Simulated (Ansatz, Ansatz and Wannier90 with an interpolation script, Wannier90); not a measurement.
Planning a run of Ansatz 0.2.0 on GaP (F-43m). The input:

```yaml
crystal:
  lattice:
    - [0.0, 2.72525, 2.72525]
    - [2.72525, 0.0, 2.72525]
    - [2.72525, 2.72525, 0.0]
  atoms:
    - { symbol: Ga, position: [0.0, 0.0, 0.0] }
    - { symbol: P, position: [0.75, 0.75, 0.75] }
kpoints:
  mp_grid: { grid: [8, 8, 8] }
hamiltonian:
  xc: lda
scf:
  occupations: { method: fixed }
gw:
  n_empty_bands: 186
  ecut_chi: 160.0
  qp_bands: [v3, c4]
  screening: { model: contour_deformation }
```

```sh
ansatz run input.yaml --threads 12 --pin off --max-ram 22118MiB --backend cpu --events-out ev --progress --plain --runs-dir out
```

**Question.** How long will it take on 12 threads of Arm Neoverse V2, shared host, and how much memory?

It took 8.2 min; on shared hardware allow 4.1 min to 16 min. Peak host memory was 1.4 GiB. The sizes that set the cost: 749 plane waves a state, 29 irreducible k points, 195 bands summed, 169 plane waves in the screening and 6 SCF cycles.

The screening grows as filled bands × empty bands × pairs of k points, times the square of the screening basis for the matrix.

[Paths, hosts, dates, memory and timing lines, banners, echoed tables and standing remarks are left out of the program output.]

[Logs are printed without paths, hosts, clocks, repeated set-up lines and the standing remarks that a program may print on its own settings, such as how far it seeks lower states.]

[Runs of the session that timed out or met a known fault of the program may be left out.]

[Hosts, paths, dates, database ids (printed as entryN), source tags and the programs' standing remarks are cut or masked in the printed files.]
